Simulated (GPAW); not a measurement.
# Work function of Cr2CS2 MXene monolayer at several levels

Wanted: work functions and dipole of Cr2CS2 MXene monolayer, with the cost of each level.

Calculated with GPAW 26.7.0; GPAW, PAW setups; layer in a repeated cell with vacuum, relaxation of atoms and in-plane cell, in the first sound run; inputs show where later runs differ.

### 1. The starting structure

The cell holds 5 atoms: 2 S, 2 Cr and 1 C. Cell: a = 2.836 Å, b = 2.836 Å, c = 23.471 Å, α = 90.0°, β = 90.0°, γ = 120.0°. Vacuum lies along c.

### 2. Relaxing the atoms

Forces are removed first; all later runs use this geometry.

run.py reads:

```python
import json
import numpy as np
from ase import Atoms
from ase.filters import FrechetCellFilter
from ase.optimize import BFGS
from gpaw import GPAW, PW

slab = Atoms(
    ['S', 'Cr', 'C', 'Cr', 'S'],
    positions=[
        [-0.00000, 1.63735, 9.00000],
        [1.41799, 0.81868, 10.61669],
        [0.00000, 0.00000, 11.73569],
        [-0.00000, 1.63735, 12.85469],
        [1.41799, 0.81868, 14.47138]],
    cell=[[2.83598, 0.0, 0.0], [-1.41799, 2.45603, 0.0], [0.0, 0.0, 23.4714]],
    pbc=[True, True, True],
    magmoms=[0.0, 2.0, 0.0, 2.0, 0.0])

slab.calc = GPAW(mode=PW(600), xc='PBE', kpts={'size': (12, 12, 1), 'gamma': True},
                 occupations={'name': 'fermi-dirac', 'width': 0.05}, nbands='160%',
                 convergence={'density': 1e-05}, maxiter=200,
                 symmetry={'tolerance': 1e-3}, txt='slab.txt')
result = {}
# The in-plane cell is free; stress needs a cell that repeats along all three vectors
path = []
opt = BFGS(FrechetCellFilter(slab, mask=[1, 1, 0, 0, 0, 1]), maxstep=0.2)
opt.attach(lambda: path.append((slab.get_potential_energy(), slab.positions.tolist(), slab.get_forces().tolist())))
result['relaxed'] = bool(opt.run(fmax=0.02, steps=45))
result['path'] = path
result['cell'] = slab.cell.tolist()
print('in-plane lattice', slab.cell.cellpar().round(4)[[0, 1, 5]])
energy = slab.get_potential_energy()
fermi = slab.calc.get_fermi_level()
v = slab.calc.get_electrostatic_potential().mean((0, 1)) - fermi
n = slab.calc.get_pseudo_density().mean((0, 1))
L = slab.cell[2, 2]
z = np.arange(len(v)) * L / len(v)
low, high = slab.positions[:, 2].min(), slab.positions[:, 2].max()
below, above = np.interp([low - 6.8, high + 6.8], z, v)
slopes = [np.interp(x, z, np.gradient(v, z)) for x in (low - 6.8, high + 6.8)]
eps = np.array([[slab.calc.get_eigenvalues(k, s) for k in range(len(slab.calc.get_ibz_k_points()))]
                for s in range(slab.calc.get_number_of_spins())]) - fermi
top, bottom = eps[eps < 0].max(), eps[eps > 0].min()
dipole = slab.get_dipole_moment()[2]
print(f'energy {energy:.4f} eV, Fermi level {fermi:.4f} eV, dipole {dipole:.5f} e A')
print(f'potential 6.8 A off the faces, from the Fermi level: lower {below:.4f} eV, upper {above:.4f} eV')
print(f'slope of the potential there: lower {slopes[0]:.5f}, upper {slopes[1]:.5f} eV/A')
print(f'nearest levels on the mesh: {top:.4f} and {bottom:.4f} eV')
print('magnetic moment', round(slab.get_magnetic_moment(), 3))
result.update(energy=energy, fermi=fermi, dipole=dipole, below=below, above=above, slopes=slopes, edges=[top, bottom],
              z=z.tolist(), v=v.tolist(), n=n.tolist(), positions=slab.positions.tolist(),
              forces=slab.get_forces(apply_constraint=False).tolist(), moments=slab.get_magnetic_moments().tolist())
json.dump(result, open('result.json', 'w'))
```

Started as:

```bash
$ OMP_NUM_THREADS=1 OPENBLAS_NUM_THREADS=1 python run.py
```

Log:

```text
Step          Energy          fmax
BFGS:    0      -36.993288        1.553185
BFGS:    1      -37.061447        1.399132
BFGS:    2      -37.370882        0.709300
BFGS:    3      -37.395845        0.723838
BFGS:    4      -37.440899        0.570909
BFGS:    5      -37.481095        0.620402
BFGS:    6      -37.521788        0.688323
BFGS:    7      -37.543039        0.465238
BFGS:    8      -37.551489        0.144501
BFGS:    9      -37.553283        0.036505
BFGS:   10      -37.553556        0.004925
in-plane lattice [  3.0553   3.0553 120.    ]
energy -37.5440 eV, Fermi level -0.6134 eV, dipole 0.00000 e A
potential 6.8 A off the faces, from the Fermi level: lower 5.4532 eV, upper 5.4544 eV
slope of the potential there: lower -0.00028, upper -0.00023 eV/A
nearest levels on the mesh: -0.0859 and 0.0123 eV
magnetic moment 2.166
```

The job ended after 33 min (1 thread of Intel Xeon Platinum 8259CL at 2.50GHz (Skylake/Cascade Lake), shared host; peak memory 0.57 GiB).

This step gave:

```yaml
dipole_along_the_normal: 4.46e-6 e·Å
levels_nearest_the_fermi_level_on_the_mesh: -0.08586, 0.01233 eV from the Fermi level
site_moments: -0.06787, 1.187, -0.06747, 1.187, -0.06787 μB
sum_of_the_site_moments: 2.172 μB
```

The electrostatic potential energy of an electron (without an applied field's), less the Fermi level, planar mean oscillates, so the rows of the table below give means over windows of 1.39 Å about each position, cut where the curve ends. Its maxima inside the range that stand out by 2 % of the span (Å: eV): 9.9: -4.94, 11.3: -8.99, 12.2: -8.99, 13.6: -4.93. Its minima: 9.1: -20.8, 10.7: -16.1, 11.7: -13.2, 12.8: -16.1, 14.3: -20.8.

The electrostatic potential energy of an electron (without an applied field's), less the Fermi level, planar mean by z; means over each step:

z (Å), electrostatic potential energy of an electron (without an applied field's), less the Fermi level, planar mean (eV) and a bar from the least value:
```
     0.69        5.5 ##############################
     2.08        5.5 ##############################
     3.48        5.5 ##############################
     4.87        5.5 ##############################
     6.26        5.4 ##############################
     7.65        4.5 ############################
     9.04      -11.2 
    10.43      -10.7 #
    11.82      -10.7 #
    13.21      -10.3 ##
    14.60      -10.0 ##
    15.99        4.9 #############################
    17.38        5.4 ##############################
    18.77        5.5 ##############################
    20.16        5.5 ##############################
    21.55        5.5 ##############################
    22.94        5.5 ##############################
```

The pseudo valence density, planar mean oscillates, so the rows of the table below give means over windows of 1.13 Å about each position, cut where the curve ends. Its maxima inside the range that stand out by 2 % of the span (Å: e/Å³): 8.9: 0.445, 9.6: 0.519, 10.8: 0.617, 11.6: 0.600, 12.7: 0.617, 13.9: 0.519, 14.6: 0.445. Its minima: 9.0: 0.414, 10.1: 0.423, 11.1: 0.553, 12.3: 0.553, 13.4: 0.423, 14.4: 0.414.

The pseudo valence density, planar mean by z; means over each step:

| z (Å) | pseudo valence density, planar mean (e/Å³) |
| --- | --- |
| 5.08 | 1.5e-5 |
| 6.21 | 4.6e-4 |
| 7.34 | 0.0173 |
| 8.47 | 0.274 |
| 9.60 | 0.463 |
| 10.73 | 0.550 |
| 11.86 | 0.585 |
| 12.99 | 0.520 |
| 14.12 | 0.462 |
| 15.25 | 0.186 |
| 16.38 | 0.00728 |
| 17.52 | 2.2e-4 |
| 18.64 | 6.7e-6 |

Site moment by atom:

| atom | site moment (μB) |
| --- | --- |
| S1 | -0.07 |
| Cr2 | 1.19 |
| C3 | -0.07 |
| Cr4 | 1.19 |
| S5 | -0.07 |

The relaxation lowered the energy of the cell by 0.564 eV (energies extrapolated to zero smearing; the optimiser's log prints free energies). The largest force left on a free atom is 0.0023 eV/Å.

### 3. Plane waves, PBE

The work function is the vacuum plateau of the electrostatic potential less the Fermi level; a dipole layer lets the two faces have plateaus of their own.

This step: GPAW, PAW setups; slab in vacuum (GPAW 26.7.0).

The cell differs from the one that the last finished run ended in (c 23.471 → 23.153 Å).

Changes to run.py since step 2:

```diff
@@ -3,4 +3,2 @@
 from ase import Atoms
-from ase.filters import FrechetCellFilter
-from ase.optimize import BFGS
 from gpaw import GPAW, PW
@@ -10,24 +8,17 @@
     positions=[
-        [-0.00000, 1.63735, 9.00000],
-        [1.41799, 0.81868, 10.61669],
-        [0.00000, 0.00000, 11.73569],
-        [-0.00000, 1.63735, 12.85469],
-        [1.41799, 0.81868, 14.47138]],
-    cell=[[2.83598, 0.0, 0.0], [-1.41799, 2.45603, 0.0], [0.0, 0.0, 23.4714]],
-    pbc=[True, True, True],
+        [-0.00000, 1.76398, 9.00000],
+        [1.52766, 0.88200, 10.52969],
+        [0.00000, 0.00000, 11.57658],
+        [-0.00000, 1.76398, 12.62346],
+        [1.52766, 0.88200, 14.15315]],
+    cell=[[3.05532, -0.0, 0.0], [-1.52766, 2.64598, 0.0], [0.0, 0.0, 23.1532]],
+    pbc=[True, True, False],
     magmoms=[0.0, 2.0, 0.0, 2.0, 0.0])
 
-slab.calc = GPAW(mode=PW(600), xc='PBE', kpts={'size': (12, 12, 1), 'gamma': True},
+slab.calc = GPAW(mode=PW(500), xc='PBE', kpts={'size': (12, 12, 1), 'gamma': True},
                  occupations={'name': 'fermi-dirac', 'width': 0.05}, nbands='160%',
                  convergence={'density': 1e-05}, maxiter=200,
+                 poissonsolver={'dipolelayer': 'xy'},
                  symmetry={'tolerance': 1e-3}, txt='slab.txt')
 result = {}
-# The in-plane cell is free; stress needs a cell that repeats along all three vectors
-path = []
-opt = BFGS(FrechetCellFilter(slab, mask=[1, 1, 0, 0, 0, 1]), maxstep=0.2)
-opt.attach(lambda: path.append((slab.get_potential_energy(), slab.positions.tolist(), slab.get_forces().tolist())))
-result['relaxed'] = bool(opt.run(fmax=0.02, steps=45))
-result['path'] = path
-result['cell'] = slab.cell.tolist()
-print('in-plane lattice', slab.cell.cellpar().round(4)[[0, 1, 5]])
 energy = slab.get_potential_energy()
```

Log:

```text
energy -37.5227 eV, Fermi level -0.5468 eV, dipole -0.00034 e A
potential 6.8 A off the faces, from the Fermi level: lower 5.4469 eV, upper 5.4614 eV
slope of the potential there: lower 0.00001, upper -0.00001 eV/A
nearest levels on the mesh: -0.0856 and 0.0124 eV
magnetic moment 2.166
```

Elapsed: 1.8 min, on 1 thread; peak memory 0.31 GiB.

Numbers from this step:

| Quantity | Value |
| --- | --- |
| dipole along the normal | -3.41e-4 e·Å |
| levels nearest the Fermi level on the mesh | -0.08557, 0.01243 eV from the Fermi level |
| upper work function | 5.461 eV |
| lower work function | 5.447 eV |
| site moments | -0.06784, 1.187, -0.06748, 1.187, -0.06784 μB |
| sum of the site moments | 2.170 μB |

The electrostatic potential energy of an electron (without an applied field's), less the Fermi level, planar mean oscillates, so the rows of the table below give means over windows of 1.45 Å about each position, cut where the curve ends. Its maxima inside the range that stand out by 2 % of the span (Å: eV): 9.7: -4.94, 11.2: -9.05, 12.0: -9.05, 13.4: -4.94. Its minima: 9.0: -20.8, 10.5: -16.1, 11.6: -13.2, 12.6: -16.1, 14.2: -20.8.

Electrostatic potential energy of an electron (without an applied field's), less the Fermi level, planar mean against z; means over each step:

| z (Å) | electrostatic potential energy of an electron (without an applied field's), less the Fermi level, planar mean (eV) |
| --- | --- |
| 0.72 | 5.45 |
| 2.17 | 5.45 |
| 3.62 | 5.45 |
| 5.07 | 5.45 |
| 6.52 | 5.40 |
| 7.97 | 1.05 |
| 9.42 | -11.7 |
| 10.87 | -12.4 |
| 12.32 | -12.3 |
| 13.77 | -11.8 |
| 15.22 | 1.60 |
| 16.67 | 5.42 |
| 18.12 | 5.46 |
| 19.57 | 5.46 |
| 21.02 | 5.46 |
| 22.47 | 5.46 |

The pseudo valence density, planar mean oscillates, so the rows of the table below give means over windows of 1.06 Å about each position, cut where the curve ends. Its maxima inside the range that stand out by 2 % of the span (Å: e/Å³): 8.7: 0.444, 9.5: 0.512, 10.6: 0.618, 11.6: 0.600, 12.5: 0.618, 13.7: 0.512, 14.5: 0.444. Its minima: 8.9: 0.416, 10.0: 0.427, 11.0: 0.554, 12.2: 0.554, 13.1: 0.427, 14.3: 0.416.

Pseudo valence density, planar mean against z; means over each step:

z (Å), pseudo valence density, planar mean (e/Å³) and a bar:
```
     4.77      0.000 
     5.83      0.000 
     6.89      0.006 
     7.95      0.145 #######
     9.01      0.452 #######################
    10.07      0.493 #########################
    11.13      0.584 ##############################
    12.19      0.585 ##############################
    13.25      0.477 ########################
    14.31      0.425 ######################
    15.37      0.096 #####
    16.43      0.004 
    17.49      0.000 
    18.55      0.000
```

The potential is flat to 6.3e-6 eV/Å where it is read, so the vacuum is wide enough.

### 4. OptPBE vdW: xc = "optPBE-vdW"

The same geometry under optPBE-vdW, to see how far the functional moves the levels against the vacuum (the van der Waals functionals take revPBE setups).

Changes to run.py since step 3:

```diff
@@ -17,3 +17,3 @@
 
-slab.calc = GPAW(mode=PW(500), xc='PBE', kpts={'size': (12, 12, 1), 'gamma': True},
+slab.calc = GPAW(mode=PW(500), xc='optPBE-vdW', kpts={'size': (12, 12, 1), 'gamma': True},
                  occupations={'name': 'fermi-dirac', 'width': 0.05}, nbands='160%',
```

Log:

```text
energy -66.8080 eV, Fermi level -0.7404 eV, dipole -0.00034 e A
potential 6.8 A off the faces, from the Fermi level: lower 5.7021 eV, upper 5.7166 eV
slope of the potential there: lower 0.00001, upper -0.00001 eV/A
nearest levels on the mesh: -0.0804 and 0.0177 eV
magnetic moment 2.148
```

The job ended after 2.2 min (1 thread; peak memory 0.48 GiB).

This step gave:

```yaml
dipole_along_the_normal: -3.40e-4 e·Å
levels_nearest_the_fermi_level_on_the_mesh: -0.08045, 0.01768 eV from the Fermi level
upper_work_function: 5.717 eV
lower_work_function: 5.702 eV
site_moments: -0.06542, 1.173, -0.06649, 1.173, -0.06542 μB
sum_of_the_site_moments: 2.148 μB
```

The electrostatic potential energy of an electron (without an applied field's), less the Fermi level, planar mean oscillates, so the rows of the table below give means over windows of 1.45 Å about each position, cut where the curve ends. Its maxima inside the range that stand out by 2 % of the span (Å: eV): 9.7: -4.91, 11.2: -8.98, 12.0: -8.98, 13.4: -4.90. Its minima: 9.0: -20.7, 10.5: -16.0, 11.6: -13.2, 12.6: -16.0, 14.2: -20.7.

The electrostatic potential energy of an electron (without an applied field's), less the Fermi level, planar mean by z; means over each step:

| z (Å) | electrostatic potential energy of an electron (without an applied field's), less the Fermi level, planar mean (eV) |
| --- | --- |
| 0.72 | 5.70 |
| 2.17 | 5.70 |
| 3.62 | 5.70 |
| 5.07 | 5.70 |
| 6.52 | 5.64 |
| 7.97 | 1.20 |
| 9.42 | -11.6 |
| 10.87 | -12.3 |
| 12.32 | -12.2 |
| 13.77 | -11.7 |
| 15.22 | 1.76 |
| 16.67 | 5.66 |
| 18.12 | 5.72 |
| 19.57 | 5.72 |
| 21.02 | 5.72 |
| 22.47 | 5.72 |

The pseudo valence density, planar mean oscillates, so the rows of the table below give means over windows of 1.06 Å about each position, cut where the curve ends. Its maxima inside the range that stand out by 2 % of the span (Å: e/Å³): 8.7: 0.444, 9.5: 0.513, 10.6: 0.621, 11.6: 0.599, 12.5: 0.621, 13.7: 0.513, 14.5: 0.444. Its minima: 8.9: 0.415, 10.0: 0.425, 11.0: 0.553, 12.2: 0.553, 13.1: 0.425, 14.3: 0.415.

Pseudo valence density, planar mean against z; means over each step:

z (Å), pseudo valence density, planar mean (e/Å³) and a bar:
```
     4.77      0.000 
     5.83      0.000 
     6.89      0.007 
     7.95      0.145 #######
     9.01      0.452 #######################
    10.07      0.492 #########################
    11.13      0.584 ##############################
    12.19      0.585 ##############################
    13.25      0.476 ########################
    14.31      0.424 ######################
    15.37      0.096 #####
    16.43      0.004 
    17.49      0.000 
    18.55      0.000
```

Force by atom:

| atom | x (eV/Å) | y (eV/Å) | z (eV/Å) | size |
| --- | --- | --- | --- | --- |
| S1 | 0.000 | 0.000 | -0.336 | 0.336 |
| Cr2 | 0.000 | 0.000 | -0.057 | 0.057 |
| C3 | 0.000 | 0.000 | 0.000 | 0.000 |
| Cr4 | 0.000 | 0.000 | 0.057 | 0.057 |
| S5 | 0.000 | 0.000 | 0.336 | 0.336 |

The upper face's work function is 5.717 eV, against 5.461 eV in the first plane-wave PBE run at this geometry.

### 5. Self-consistent run: xc = "LDA"

The same geometry under LDA, to see how far the functional moves the levels against the vacuum.

Changes to run.py since step 4:

```diff
@@ -17,3 +17,3 @@
 
-slab.calc = GPAW(mode=PW(500), xc='optPBE-vdW', kpts={'size': (12, 12, 1), 'gamma': True},
+slab.calc = GPAW(mode=PW(500), xc='LDA', kpts={'size': (12, 12, 1), 'gamma': True},
                  occupations={'name': 'fermi-dirac', 'width': 0.05}, nbands='160%',
```

Log:

```text
energy -42.1281 eV, Fermi level -0.7782 eV, dipole -0.00033 e A
potential 6.8 A off the faces, from the Fermi level: lower 5.6780 eV, upper 5.6925 eV
slope of the potential there: lower 0.00001, upper -0.00001 eV/A
nearest levels on the mesh: -0.0122 and 0.0062 eV
magnetic moment 1.384
```

Run time: 2.5 min. Hardware: 1 thread; peak memory 0.3 GiB.

This step gave:

```
dipole along the normal                    : -3.34e-4 e·Å
levels nearest the Fermi level on the mesh : -0.01218, 0.006151 eV from the Fermi level
upper work function                        : 5.693 eV
lower work function                        : 5.678 eV
site moments                               : -0.04239, 0.7520, -0.03823, 0.7520, -0.04239 μB
sum of the site moments                    : 1.381 μB
```

The upper face's work function is 5.693 eV, against 5.461 eV in the first plane-wave PBE run at this geometry.

### 6. Self-consistent run: xc = "vdW-DF2"

The same geometry under vdW-DF2, to see how far the functional moves the levels against the vacuum (the van der Waals functionals take revPBE setups).

Changes to run.py since step 5:

```diff
@@ -17,3 +17,3 @@
 
-slab.calc = GPAW(mode=PW(500), xc='LDA', kpts={'size': (12, 12, 1), 'gamma': True},
+slab.calc = GPAW(mode=PW(500), xc='vdW-DF2', kpts={'size': (12, 12, 1), 'gamma': True},
                  occupations={'name': 'fermi-dirac', 'width': 0.05}, nbands='160%',
```

Log:

```text
energy -187.9110 eV, Fermi level -0.8569 eV, dipole -0.00034 e A
potential 6.8 A off the faces, from the Fermi level: lower 5.8820 eV, upper 5.8964 eV
slope of the potential there: lower 0.00001, upper -0.00001 eV/A
nearest levels on the mesh: -0.0653 and 0.0302 eV
magnetic moment 2.141
```

Elapsed: 2.4 min, on 1 thread; peak memory 0.48 GiB.

This step gave:

- dipole along the normal: -3.39e-4 e·Å
- levels nearest the Fermi level on the mesh: -0.06534, 0.03016 eV from the Fermi level
- upper work function: 5.896 eV
- lower work function: 5.882 eV
- site moments: -0.05591, 1.157, -0.06350, 1.157, -0.05591 μB
- sum of the site moments: 2.139 μB

The electrostatic potential energy of an electron (without an applied field's), less the Fermi level, planar mean oscillates, so the rows of the table below give means over windows of 1.45 Å about each position, cut where the curve ends. Its maxima inside the range that stand out by 2 % of the span (Å: eV): 9.7: -4.99, 11.2: -9.01, 12.0: -9.01, 13.4: -4.98. Its minima: 9.0: -20.7, 10.5: -16.2, 11.6: -13.2, 12.6: -16.2, 14.2: -20.6.

Table of electrostatic potential energy of an electron (without an applied field's), less the Fermi level, planar mean by z; means over each step:

| z (Å) | electrostatic potential energy of an electron (without an applied field's), less the Fermi level, planar mean (eV) |
| --- | --- |
| 0.72 | 5.88 |
| 2.17 | 5.88 |
| 3.62 | 5.88 |
| 5.07 | 5.88 |
| 6.52 | 5.82 |
| 7.97 | 1.32 |
| 9.42 | -11.7 |
| 10.87 | -12.4 |
| 12.32 | -12.3 |
| 13.77 | -11.7 |
| 15.22 | 1.88 |
| 16.67 | 5.84 |
| 18.12 | 5.90 |
| 19.57 | 5.90 |
| 21.02 | 5.90 |
| 22.47 | 5.90 |

The upper face's work function is 5.896 eV, against 5.461 eV in the first plane-wave PBE run at this geometry.

(Part 1 of 2 ends here.)

[Logs are printed without paths, hosts, clocks, repeated set-up lines and the standing remarks that a program may print on its own settings, such as how far it seeks lower states.]

[Hosts, paths, dates, database ids (printed as entryN), source tags and the programs' standing remarks are cut or masked in the printed files.]
